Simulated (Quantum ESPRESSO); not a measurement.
# La2Fe2Se2O3: which magnetic order is lowest, part 3 of 3

Wanted: the moments of La2Fe2Se2O3 and the energy of each order that was tried.

Quantum ESPRESSO 7.5; PBEsol with U = 4.5 eV on Fe d (ortho-atomic projectors); plane waves with GBRV 1.5 PBEsol potentials, no spin-orbit coupling.

So far, absolute magnetization (μB): step 2 (run 1 (ferro ++)) 8.04; step 3 (run 2 (antiferro +−)) 7.59; step 5 (the lowest state again, with its states saved) 7.59.

## Step 6: Another way to count moments

Level of this step: PBEsol with U = 4.5 eV on Fe d (ortho-atomic projectors); plane waves with GBRV 1.5 PBEsol potentials, no spin-orbit coupling, projections on orthogonalised atomic orbitals (Quantum ESPRESSO).

projwfc.x projects the saved states on orthogonalised atomic orbitals of the pseudopotential files.

What it wrote:

```text
[banner, memory and clock lines left out]
Program PROJWFC v.7.5 starts

     [... lines left out ...]
     IMPORTANT: XC functional enforced from input :
     Exchange-correlation= PBESOL
                           (   1   4  10   8   0   0   0)
     Any further DFT definition will be discarded
     Please, verify this is what you really want

     G-vector sticks info

     Check: negative core charge=   -0.000014

     negative rho (up, down):  5.513E-02 5.513E-02

     Gaussian broadening (read from input): ngauss,degauss=   0    0.010000

     Calling projwave ....

  Problem Sizes
  natomwfc =           86
  nbnd     =           59
  nkstot   =           92
  npwx     =         4670
  nkb      =          175

     Atomic states used for projection
     (read from pseudopotential files):

     state #   1: atom   1 (La ), wfc  1 (l=0 m= 1)
     state #   2: atom   1 (La ), wfc  2 (l=1 m= 1)
     state #   3: atom   1 (La ), wfc  2 (l=1 m= 2)
     state #   4: atom   1 (La ), wfc  2 (l=1 m= 3)
     state #   5: atom   1 (La ), wfc  3 (l=2 m= 1)
     state #   6: atom   1 (La ), wfc  3 (l=2 m= 2)
     state #   7: atom   1 (La ), wfc  3 (l=2 m= 3)
     state #   8: atom   1 (La ), wfc  3 (l=2 m= 4)
     state #   9: atom   1 (La ), wfc  3 (l=2 m= 5)
     state #  10: atom   1 (La ), wfc  4 (l=0 m= 1)
     state #  11: atom   1 (La ), wfc  5 (l=1 m= 1)
     state #  12: atom   1 (La ), wfc  5 (l=1 m= 2)
     state #  13: atom   1 (La ), wfc  5 (l=1 m= 3)
     state #  14: atom   1 (La ), wfc  6 (l=3 m= 1)
[...]
state #  29: atom   2 (La ), wfc  3 (l=2 m= 5)
     state #  30: atom   2 (La ), wfc  4 (l=0 m= 1)
     state #  31: atom   2 (La ), wfc  5 (l=1 m= 1)
     state #  32: atom   2 (La ), wfc  5 (l=1 m= 2)
     state #  33: atom   2 (La ), wfc  5 (l=1 m= 3)
     state #  34: atom   2 (La ), wfc  6 (l=3 m= 1)
     state #  35: atom   2 (La ), wfc  6 (l=3 m= 2)
     state #  36: atom   2 (La ), wfc  6 (l=3 m= 3)
     state #  37: atom   2 (La ), wfc  6 (l=3 m= 4)
     state #  38: atom   2 (La ), wfc  6 (l=3 m= 5)
     state #  39: atom   2 (La ), wfc  6 (l=3 m= 6)
     state #  40: atom   2 (La ), wfc  6 (l=3 m= 7)
     state #  41: atom   3 (Fe1), wfc  1 (l=0 m= 1)
     state #  42: atom   3 (Fe1), wfc  2 (l=1 m= 1)
     state #  43: atom   3 (Fe1), wfc  2 (l=1 m= 2)
     state #  44: atom   3 (Fe1), wfc  2 (l=1 m= 3)
     state #  45: atom   3 (Fe1), wfc  3 (l=2 m= 1)
     state #  46: atom   3 (Fe1), wfc  3 (l=2 m= 2)
     state #  47: atom   3 (Fe1), wfc  3 (l=2 m= 3)
     state #  48: atom   3 (Fe1), wfc  3 (l=2 m= 4)
     state #  49: atom   3 (Fe1), wfc  3 (l=2 m= 5)
     state #  50: atom   3 (Fe1), wfc  4 (l=0 m= 1)
     state #  51: atom   3 (Fe1), wfc  5 (l=1 m= 1)
     state #  52: atom   3 (Fe1), wfc  5 (l=1 m= 2)
     state #  53: atom   3 (Fe1), wfc  5 (l=1 m= 3)
     state #  54: atom   4 (Fe2), wfc  1 (l=0 m= 1)
     state #  55: atom   4 (Fe2), wfc  2 (l=1 m= 1)
     state #  56: atom   4 (Fe2), wfc  2 (l=1 m= 2)
     state #  57: atom   4 (Fe2), wfc  2 (l=1 m= 3)
     state #  58: atom   4 (Fe2), wfc  3 (l=2 m= 1)
     state #  59: atom   4 (Fe2), wfc  3 (l=2 m= 2)
     state #  60: atom   4 (Fe2), wfc  3 (l=2 m= 3)
     state #  61: atom   4 (Fe2), wfc  3 (l=2 m= 4)
     state #  62: atom   4 (Fe2), wfc  3 (l=2 m= 5)
     state #  63: atom   4 (Fe2), wfc  4 (l=0 m= 1)
     state #  64: atom   4 (Fe2), wfc  5 (l=1 m= 1)
     state #  65: atom   4 (Fe2), wfc  5 (l=1 m= 2)
     state #  66: atom   4 (Fe2), wfc  5 (l=1 m= 3)
     state #  67: atom   5 (Se ), wfc  1 (l=0 m= 1)
     state #  68: atom   5 (Se ), wfc  2 (l=1 m= 1)
     state #  69: atom   5 (Se ), wfc  2 (l=1 m= 2)
     state #  70: atom   5 (Se ), wfc  2 (l=1 m= 3)
     state #  71: atom   6 (Se ), wfc  1 (l=0 m= 1)
     state #  72: atom   6 (Se ), wfc  2 (l=1 m= 1)
     state #  73: atom   6 (Se ), wfc  2 (l=1 m= 2)
     state #  74: atom   6 (Se ), wfc  2 (l=1 m= 3)
     state #  75: atom   7 (O  ), wfc  1 (l=0 m= 1)
[...]
polarization =  -0.0000, s = -0.0000, p = -0.0000, d = -0.0000, f = -0.0000
     Atom #   2: total charge =  10.6596, s =  2.1308, p =  6.6899, d =  1.5806, f =  0.2582
                 spin up      =   5.3298, s =  1.0654,
                 spin up      =   5.3298, p =  3.3450, pz=  1.1187, px=  1.1120, py=  1.1142,
                 spin up      =   5.3298, d =  0.7903, dz2=  0.1027, dxz=  0.1826, dyz=  0.1848, dx2-y2=  0.1791, dxy=  0.1412,
                 spin up      =   5.3298, f =  0.1291, fz3=  0.0173, fxz2=  0.0121, fyz2=  0.0117, fzx2-zy2=  0.0293, fxyz=  0.0197, fx3-3xy2=  0.0197, f3yx2-y3=  0.0193,
                 spin down    =   5.3298, s =  1.0654,
                 spin down    =   5.3298, p =  3.3450, pz=  1.1187, px=  1.1142, py=  1.1120,
                 spin down    =   5.3298, d =  0.7903, dz2=  0.1027, dxz=  0.1848, dyz=  0.1826, dx2-y2=  0.1791, dxy=  0.1412,
                 spin down    =   5.3298, f =  0.1291, fz3=  0.0173, fxz2=  0.0117, fyz2=  0.0121, fzx2-zy2=  0.0293, fxyz=  0.0197, fx3-3xy2=  0.0193, f3yx2-y3=  0.0197,
                 polarization =  -0.0000, s = -0.0000, p = -0.0000, d = -0.0000, f = -0.0000
     Atom #   3: total charge =  15.6539, s =  2.4130, p =  7.0805, d =  6.1604, f =  0.0000
                 spin up      =   9.7116, s =  1.2292,
                 spin up      =   9.7116, p =  3.5637, pz=  1.1792, px=  1.2008, py=  1.1836,
                 spin up      =   9.7116, d =  4.9187, dz2=  0.9798, dxz=  0.9878, dyz=  0.9925, dx2-y2=  0.9787, dxy=  0.9799,
                 spin up      =   9.7116, f =  0.0000, fz3=  0.0000, fxz2=  0.0000, fyz2=  0.0000, fzx2-zy2=  0.0000, fxyz=  0.0000, fx3-3xy2=  0.0000, f3yx2-y3=  0.0000,
                 spin down    =   5.9423, s =  1.1838,
                 spin down    =   5.9423, p =  3.5168, pz=  1.1700, px=  1.1828, py=  1.1640,
                 spin down    =   5.9423, d =  1.2417, dz2=  0.7498, dxz=  0.0860, dyz=  0.0374, dx2-y2=  0.3281, dxy=  0.0404,
                 spin down    =   5.9423, f =  0.0000, fz3=  0.0000, fxz2=  0.0000, fyz2=  0.0000, fzx2-zy2=  0.0000, fxyz=  0.0000, fx3-3xy2=  0.0000, f3yx2-y3=  0.0000,
                 polarization =   3.7693, s =  0.0454, p =  0.0469, d =  3.6770, f =  0.0000
     Atom #   4: total charge =  15.6539, s =  2.4130, p =  7.0805, d =  6.1604, f =  0.0000
                 spin up      =   5.9423, s =  1.1838,
                 spin up      =   5.9423, p =  3.5168, pz=  1.1700, px=  1.1640, py=  1.1828,
                 spin up      =   5.9423, d =  1.2417, dz2=  0.7501, dxz=  0.0374, dyz=  0.0860, dx2-y2=  0.3278, dxy=  0.0404,
                 spin up      =   5.9423, f =  0.0000, fz3=  0.0000, fxz2=  0.0000, fyz2=  0.0000, fzx2-zy2=  0.0000, fxyz=  0.0000, fx3-3xy2=  0.0000, f3yx2-y3=  0.0000,
                 spin down    =   9.7116, s =  1.2292,
                 spin down    =   9.7116, p =  3.5637, pz=  1.1792, px=  1.1836, py=  1.2008,
                 spin down    =   9.7116, d =  4.9187, dz2=  0.9798, dxz=  0.9925, dyz=  0.9878, dx2-y2=  0.9787, dxy=  0.9799,
                 spin down    =   9.7116, f =  0.0000, fz3=  0.0000, fxz2=  0.0000, fyz2=  0.0000, fzx2-zy2=  0.0000, fxyz=  0.0000, fx3-3xy2=  0.0000, f3yx2-y3=  0.0000,
                 polarization =  -3.7693, s = -0.0454, p = -0.0469, d = -3.6770, f =  0.0000
     Atom #   5: total charge =   5.9419, s =  1.5858, p =  4.3561, d =  0.0000, f =  0.0000
                 spin up      =   2.9710, s =  0.7929,
                 spin up      =   2.9710, p =  2.1781, pz=  0.7194, px=  0.7326, py=  0.7261,
                 spin up      =   2.9710, d =  0.0000, dz2=  0.0000, dxz=  0.0000, dyz=  0.0000, dx2-y2=  0.0000, dxy=  0.0000,
                 spin up      =   2.9710, f =  0.0000, fz3=  0.0000, fxz2=  0.0000, fyz2=  0.0000, fzx2-zy2=  0.0000, fxyz=  0.0000, fx3-3xy2=  0.0000, f3yx2-y3=  0.0000,
                 spin down    =   2.9709, s =  0.7929,
                 spin down    =   2.9709, p =  2.1781, pz=  0.7194, px=  0.7261, py=  0.7326,
                 spin down    =   2.9709, d =  0.0000, dz2=  0.0000, dxz=  0.0000, dyz=  0.0000, dx2-y2=  0.0000, dxy=  0.0000,
                 spin down    =   2.9709, f =  0.0000, fz3=  0.0000, fxz2=  0.0000, fyz2=  0.0000, fzx2-zy2=  0.0000, fxyz=  0.0000, fx3-3xy2=  0.0000, f3yx2-y3=  0.0000,
                 polarization =   0.0000, s =  0.0000, p =  0.0000, d =  0.0000, f =  0.0000
     Atom #   6: total charge =   5.9419, s =  1.5858, p =  4.3561, d =  0.0000, f =  0.0000
                 spin up      =   2.9710, s =  0.7929,
                 spin up      =   2.9710, p =  2.1781, pz=  0.7194, px=  0.7326, py=  0.7261,
                 spin up      =   2.9710, d =  0.0000, dz2=  0.0000, dxz=  0.0000, dyz=  0.0000, dx2-y2=  0.0000, dxy=  0.0000,
                 spin up      =   2.9710, f =  0.0000, fz3=  0.0000, fxz2=  0.0000, fyz2=  0.0000, fzx2-zy2=  0.0000, fxyz=  0.000
```

The job ended after 6.1 s (4 MPI ranks of Arm Neoverse V2, shared host; peak memory 0.92 GiB).

```csv
atom,moment in the sphere (μB),Löwdin moment (μB),Löwdin charge (e)
La1,0.000,0.000,10.660
La2,0.000,0.000,10.660
Fe3,3.350,3.769,15.654
Fe4,-3.350,-3.769,15.654
Se5,0.000,0.000,5.942
Se6,0.000,0.000,5.942
O7,0.000,0.000,6.498
O8,0.000,0.000,6.379
O9,0.000,0.000,6.379
```

## Step 7: Occupations of the corrected shells in the lowest state

Occupations of the Hubbard shells:

```csv
block,type,shell,spin,electrons,occupation numbers
3,Fe1,3d,up,4.919,0.976 0.980 0.982 0.988 0.992
3,Fe1,3d,down,1.242,0.037 0.040 0.086 0.131 0.947
4,Fe2,3d,up,1.242,0.037 0.040 0.086 0.131 0.947
4,Fe2,3d,down,4.919,0.976 0.980 0.982 0.988 0.992
```

## Step 8: Outcome

```
lowest state found      : antiferromagnetic (from antiferro +-)
largest site moment     : 3.35 μB
next state with moments : ferromagnetic, 48.2 meV a seeded atom higher
```

**Reading.** The largest moment reads 3.35 μB in the sphere and 3.77 μB by Löwdin projection; a site moment hangs on how space is shared out. Only these 2 starts were compared; other wavevectors, canted and longer-period orders were not.

[Logs and program files are shortened in this print: banners, set-up blocks, solver, clock and traceback lines can be left out without a mark of their own.]

[Logs are printed without paths, hosts, clocks, repeated set-up lines and the standing remarks that a program may print on its own settings, such as how far it seeks lower states.]

[Hosts, paths, dates, database ids (printed as entryN), source tags and the programs' standing remarks are cut or masked in the printed files.]

[Where a cell is said to come from a database of computed structures, the database is the Materials Project.]
